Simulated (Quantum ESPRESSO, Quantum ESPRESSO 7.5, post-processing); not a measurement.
# Ta(100), 5 layers against a metal electrode, stepped through the charge of the slab

What law, if any, do the results for Ta(100), 5 layers against a metal electrode follow against the charge of the slab?

Program: Quantum ESPRESSO 7.5. Level of theory: plane-wave DFT, PBE, GBRV ultrasoft pseudopotentials. Results are calculated unless marked as measured.

Report form: the programs' logs are mostly left out.

## (1) The starting structure

The structure is cubic, space group Im-3m (No. 229). Conventional cell: a = 3.310 Å, b = 3.310 Å, c = 3.310 Å, α = 90.00°, β = 90.00°, γ = 90.00°. Nearest to Ta lie 8 Ta at 2.87 Å.

Set-up: The slab is relaxed neutral, then held. ESM with bc3: vacuum below and a metal electrode about 6 Å above the top atoms. Cold smearing of 0.02 Ry. Charges are set per cell from the starting area. The slabs take the lattice constants of the bulk relaxed by the same program.

Members 2, 3, 4.5, 6, 7 and 8 took the same steps and show in the table alone.

## (2) Relaxing cell and ions of the reference

The bulk crystal is relaxed in cell and atoms; the members are built on its lattice constants.

File ref.vc.in:

```
&control
  prefix = 'ref.vc'
  outdir = './out'
  pseudo_dir = './pseudo'
  nstep = 40
  forc_conv_thr = 0.0003
  calculation = 'vc-relax'
/
&system
  ibrav = 0
  nat = 1
  ntyp = 1
  ecutwfc = 50
  ecutrho = 250
  occupations = 'smearing'
  smearing = 'mv'
  degauss = 0.02
/
&electrons
  conv_thr = 1e-09
  mixing_beta = 0.4
  electron_maxstep = 120
/
&ions
/
&cell
  press_conv_thr = 0.3
/
ATOMIC_SPECIES
  Ta  180.9479  ta_pbe_v1.uspp.F.UPF
CELL_PARAMETERS angstrom
  -1.65500000000000 1.65500000000000 1.65500000000000
  1.65500000000000 -1.65500000000000 1.65500000000000
  1.65500000000000 1.65500000000000 -1.65500000000000
ATOMIC_POSITIONS crystal
  Ta  0.000000000000 0.000000000000 0.000000000000
K_POINTS automatic
  17 17 17 0 0 0
```

On the command line:

```sh
OMP_NUM_THREADS=1 mpirun -n 4 pw.x -nk 4 -in ref.vc.in > ref.vc.out
```

The job ended after 18 s (4 MPI ranks of Intel Xeon Platinum 8488C (Sapphire Rapids), shared host; peak memory 0.3 GiB).

The steps of the relaxation:

```
step  energy less that of the first step (eV)  largest force (eV/Å)  volume (Å³)
   1                                   0.0000                0.0000        18.13
   2                                  -0.0004                0.0000        18.25
   3                                  -0.0004                0.0000        18.24
   4                                  -0.0006                0.0000        18.24
```

```
conventional cell, symmetrised  before  after  change
                         a (Å)   3.310  3.317  +0.2 %
                         b (Å)   3.310  3.317  +0.2 %
                         c (Å)   3.310  3.317  +0.2 %
              volume (Å³/atom)   18.13  18.24  +0.6 %
```

The relaxed structure:

```
Ta
1.0
    -1.65833    1.65833    1.65833
     1.65833   -1.65833    1.65833
     1.65833    1.65833   -1.65833
Ta
1
Direct
  0.00000 0.00000 0.00000
```

 The last row is no step: it is a fresh SCF in the final cell with a new plane-wave basis, -0 meV from the row before.

Numbers from this step:

* free energy: -1930.4024 eV
* Fermi energy: 18.35 eV

## (3) Relaxing the ions of the reference

What the set-up leaves free in this member is relaxed.

System of this step: Ta(100), 5 layers. The cell holds 5 atoms: 5 Ta. Its edges and angles: a = 3.317 Å, b = 3.317 Å, c = 21.664 Å, α = 90.0°, β = 90.0°, γ = 90.0°. It derives from Ta. Vacuum lies along c.

File ref.relax.in:

```
&control
  prefix = 'ref.relax'
  outdir = './out'
  pseudo_dir = './pseudo'
  nstep = 40
  forc_conv_thr = 0.001
  calculation = 'relax'
/
&system
  ibrav = 0
  nat = 5
  ntyp = 1
  ecutwfc = 40
  ecutrho = 200
  occupations = 'smearing'
  smearing = 'mv'
  degauss = 0.02
/
&electrons
  conv_thr = 1e-08
  mixing_beta = 0.4
  electron_maxstep = 120
  mixing_mode = 'local-TF'
/
&ions
/
ATOMIC_SPECIES
  Ta  180.9479  ta_pbe_v1.uspp.F.UPF
CELL_PARAMETERS angstrom
  3.31666494800000 0.00000000000000 0.00000000000000
  0.00000000000000 3.31666494800000 0.00000000000000
  0.00000000000000 0.00000000000000 21.66353358784290
ATOMIC_POSITIONS crystal
  Ta  0.000000000000 0.000000000000 0.346901017576
  Ta  0.500000000000 0.500000000000 0.423450508788
  Ta  0.000000000000 0.000000000000 0.500000000000 0 0 0
  Ta  0.500000000000 0.500000000000 0.576549491212
  Ta  0.000000000000 0.000000000000 0.653098982424
K_POINTS automatic
  8 8 1 0 0 0
```

On the command line:

```sh
OMP_NUM_THREADS=1 mpirun -n 4 pw.x -nk 4 -in ref.relax.in > ref.relax.out
```

It took 6.4 min on 4 MPI ranks; peak memory 0.89 GiB.

Step by step:

```
step  energy less that of the first step (eV)  largest force (eV/Å)
   1                                   0.0000                1.4314
   2                                  -0.1455                1.1699
   3                                  -0.2508                0.8552
   4                                  -0.3150                0.3161
   5                                  -0.3234                0.3675
   6                                  -0.3339                0.3696
   7                                  -0.3483                0.2834
   8                                  -0.3575                0.0489
   9                                  -0.3577                0.0172
```

The atoms that moved most (Å):

```
atom     dx     dy      dz  length
 Ta1  0.000  0.000   0.192   0.192
 Ta5  0.000  0.000  -0.192   0.192
 Ta2  0.000  0.000  -0.032   0.032
 Ta4  0.000  0.000   0.032   0.032
```

Final coordinates:

```xyz
5
Lattice="3.3167 0.0000 0.0000 0.0000 3.3167 0.0000 0.0000 0.0000 21.6635" Properties=species:S:1:pos:R:3
Ta    0.0000    0.0000    7.7074
Ta    1.6583    1.6583    9.1410
Ta    0.0000    0.0000   10.8318
Ta    1.6583    1.6583   12.5225
Ta    0.0000    0.0000   13.9561
```

The relaxation lowers the energy by 72 meV an atom. On the free atoms the largest force ends at 0.017 eV/Å.

Numbers from this step:

* free energy: -9648.3737 eV
* Fermi energy: 4.945 eV

## (4) Ground state, 0 ×10¹³ e/cm²

A run under open boundaries on these atoms gives the vacuum levels.

File m2.esm.in:

```
&control
  prefix = 'm2.esm'
  outdir = './out'
  pseudo_dir = './pseudo'
  calculation = 'scf'
  tprnfor = .true.
/
&system
  ibrav = 0
  nat = 5
  ntyp = 1
  ecutwfc = 40
  ecutrho = 200
  occupations = 'smearing'
  smearing = 'mv'
  degauss = 0.02
  assume_isolated = 'esm'
  esm_bc = 'bc3'
  tot_charge = 0.0
/
&electrons
  conv_thr = 1e-08
  mixing_beta = 0.25
  electron_maxstep = 160
  mixing_mode = 'local-TF'
  mixing_ndim = 12
/
ATOMIC_SPECIES
  Ta  180.9479  ta_pbe_v1.uspp.F.UPF
CELL_PARAMETERS angstrom
  3.31666494800000 0.00000000000000 0.00000000000000
  0.00000000000000 3.31666494800000 0.00000000000000
  0.00000000000000 0.00000000000000 21.66353358784290
ATOMIC_POSITIONS crystal
  Ta  0.000000000000 0.000000000000 -0.074979427400
  Ta  0.500000000000 0.500000000000 -0.008805242700
  Ta  0.000000000000 0.000000000000 0.069240781700
  Ta  0.500000000000 0.500000000000 0.147286806100
  Ta  0.000000000000 0.000000000000 0.213460990800
K_POINTS automatic
  8 8 1 0 0 0
```

On the command line:

```sh
OMP_NUM_THREADS=1 mpirun -n 4 pw.x -nk 4 -in m2.esm.in > m2.esm.out
```

It took 1.9 min on 4 MPI ranks; peak memory 0.89 GiB; 7.5 min of CPU time.

This step gave:

```
Fermi energy                                                   : -3.744 eV
vacuum line at the lower end of the cell, over the Fermi level : 3.747 eV
slope of the potential above                                   : 6.17e-4 eV/Å
vacuum line at the upper end of the cell, over the Fermi level : 3.745 eV
```

The potential energy, planar mean oscillates, so the rows of the table below give means over windows of 1 Å about each position, cut where the curve ends. Its maxima inside the range that stand out by 2 % of the span (Å: eV): -0.1: -4.89, 1.5: -4.94, 3.0: -4.88. Its minima: -0.9: -7.95, 0.7: -5.78, 2.3: -5.77, 4.0: -7.97.

Electrostatic potential energy of an electron; zero at the Fermi level. Potential energy, planar mean against z; means over each step:

```
z (Å)  potential energy, planar mean (eV)
  -10                                3.75
   -9                                3.75
   -8                                3.75
   -7                                3.75
   -6                                3.74
   -5                                3.71
   -4                                3.44
   -3                                1.30
   -2                               -4.44
   -1                               -7.07
    0                               -5.23
    1                               -5.43
    2                               -5.43
    3                               -5.23
    4                               -7.07
    5                               -4.44
    6                                1.30
    7                                3.44
    8                                3.71
    9                                3.74
   10                                3.74
```

Inside the slab this potential holds the local part of the pseudopotentials, which can be repulsive at the nuclei; only its value in the vacuum has a meaning of its own.

## (5) Self-consistent run, 1 ×10¹³ e/cm²

m3.esm.in is the input of step 4 with these lines changed:

```diff
@@ -1,3 +1,3 @@
 &control
-  prefix = 'm2.esm'
+  prefix = 'm3.esm'
   outdir = './out'
@@ -18,3 +18,3 @@
   esm_bc = 'bc3'
-  tot_charge = 0.0
+  tot_charge = 0.01096
 /
@@ -26,2 +26,3 @@
   mixing_ndim = 12
+  startingpot = 'file'
 /
```

On the command line:

```sh
cp -r out/m2.esm.save out/m3.esm.save
OMP_NUM_THREADS=1 mpirun -n 4 pw.x -nk 4 -in m3.esm.in > m3.esm.out
```

Wall time 2.2 min (4 MPI ranks); peak memory 0.89 GiB; 8.8 min of CPU time.

Numbers from this step:

| Property | Result |
| --- | --- |
| Fermi energy | -4.455 eV |
| slope of the potential above | 0.1803 eV/Å |
| vacuum line at the upper end of the cell, over the Fermi level | 4.455 eV |

Inside the slab this potential holds the local part of the pseudopotentials, which can be repulsive at the nuclei; only its value in the vacuum has a meaning of its own.

## (6) Self-consistent run, -1.5 ×10¹³ e/cm²

m1.esm.in is the input of step 5 with these lines changed:

```diff
@@ -1,3 +1,3 @@
 &control
-  prefix = 'm3.esm'
+  prefix = 'm1.esm'
   outdir = './out'
@@ -18,3 +18,3 @@
   esm_bc = 'bc3'
-  tot_charge = 0.01096
+  tot_charge = -0.01643
 /
```

On the command line:

```sh
cp -r out/m2.esm.save out/m1.esm.save
OMP_NUM_THREADS=1 mpirun -n 4 pw.x -nk 4 -in m1.esm.in > m1.esm.out
```

Wall time 3.5 min (4 MPI ranks); peak memory 0.89 GiB.

This step gave:

```
Fermi energy                                                   : -2.714 eV
vacuum line at the lower end of the cell, over the Fermi level : 3.748 eV
slope of the potential above                                   : -0.2685 eV/Å
vacuum line at the upper end of the cell, over the Fermi level : 2.715 eV
```

Inside the slab this potential holds the local part of the pseudopotentials, which can be repulsive at the nuclei; only its value in the vacuum has a meaning of its own.

## (7) SCF with pw.x, -3 ×10¹³ e/cm²

m0.esm.in is the input of step 6 with these lines changed:

```diff
@@ -1,3 +1,3 @@
 &control
-  prefix = 'm1.esm'
+  prefix = 'm0.esm'
   outdir = './out'
@@ -18,3 +18,3 @@
   esm_bc = 'bc3'
-  tot_charge = -0.01643
+  tot_charge = -0.03287
 /
```

On the command line:

```sh
cp -r out/m1.esm.save out/m0.esm.save
OMP_NUM_THREADS=1 mpirun -n 4 pw.x -nk 4 -in m0.esm.in > m0.esm.out
```

Wall time 3.1 min (4 MPI ranks); peak memory 0.89 GiB.

This step gave:

```
Fermi energy                                                   : -1.733 eV
vacuum line at the lower end of the cell, over the Fermi level : 3.755 eV
slope of the potential above                                   : -0.5369 eV/Å
vacuum line at the upper end of the cell, over the Fermi level : 1.735 eV
```

Inside the slab this potential holds the local part of the pseudopotentials, which can be repulsive at the nuclei; only its value in the vacuum has a meaning of its own.

## (8) The series side by side

The series in one table:

```
the charge of the slab (positive: electrons removed)  electrode's level over the Fermi level (eV)  far face's level over the Fermi level (eV)  field in the gap (eV/Å)
                                      -3 ×10¹³ e/cm²                                        1.735                                       3.755                  -0.5369
                                    -1.5 ×10¹³ e/cm²                                        2.715                                       3.748                  -0.2685
                                       0 ×10¹³ e/cm²                                        3.745                                       3.747                0.0006173
                                       1 ×10¹³ e/cm²                                        4.455                                       3.747                   0.1803
                                       2 ×10¹³ e/cm²                                        5.181                                       3.748                     0.36
                                       3 ×10¹³ e/cm²                                        5.924                                       3.752                   0.5399
                                     4.5 ×10¹³ e/cm²                                        7.065                                       3.752                   0.8096
                                       6 ×10¹³ e/cm²                                        8.237                                       3.751                    1.079
                                       7 ×10¹³ e/cm²                                        9.033                                       3.751                    1.259
                                       8 ×10¹³ e/cm²                                         9.84                                       3.757                    1.439
```

## (9) A check by hand

Last interval: C = Δσ/ΔV = 0.00100 e/Å² / 0.807 V × 1602 = 1.98 µF/cm².

## (10) Results

* mean capacitance at positive charge: 2.10 μF/cm²
* effective gap ε₀/C: 4.21 Å
* top atoms to electrode: 6.21 Å

**Reading.** The series holds 10 members; mean capacitance at positive charge: 2.10 μF/cm²; effective gap ε₀/C: 4.21 Å; top atoms to electrode: 6.21 Å (PBE, GBRV ultrasoft). Interval by interval C lies between 1.98 and 2.44 µF/cm². The far face's level moves by 0.01 eV over the series: the slab screens like a metal, and averaged over the positive charges the image plane lies 2.00 Å above the top atoms. Vacuum fills the gap; ions don't answer the charge; added electrons can spill towards the electrode at the most negative charges.

[Logs are printed without paths, hosts, clocks, repeated set-up lines and the standing remarks that a program may print on its own settings, such as how far it seeks lower states.]

[Hosts, paths, dates, database ids (printed as entryN), source tags and the programs' standing remarks are cut or masked in the printed files.]

[Maps of the electrostatic potential energy from Ansatz leave out the sawtooth potential of an applied field or a dipole correction, so their vacuum need not be flat; planar profiles and work functions include it.]
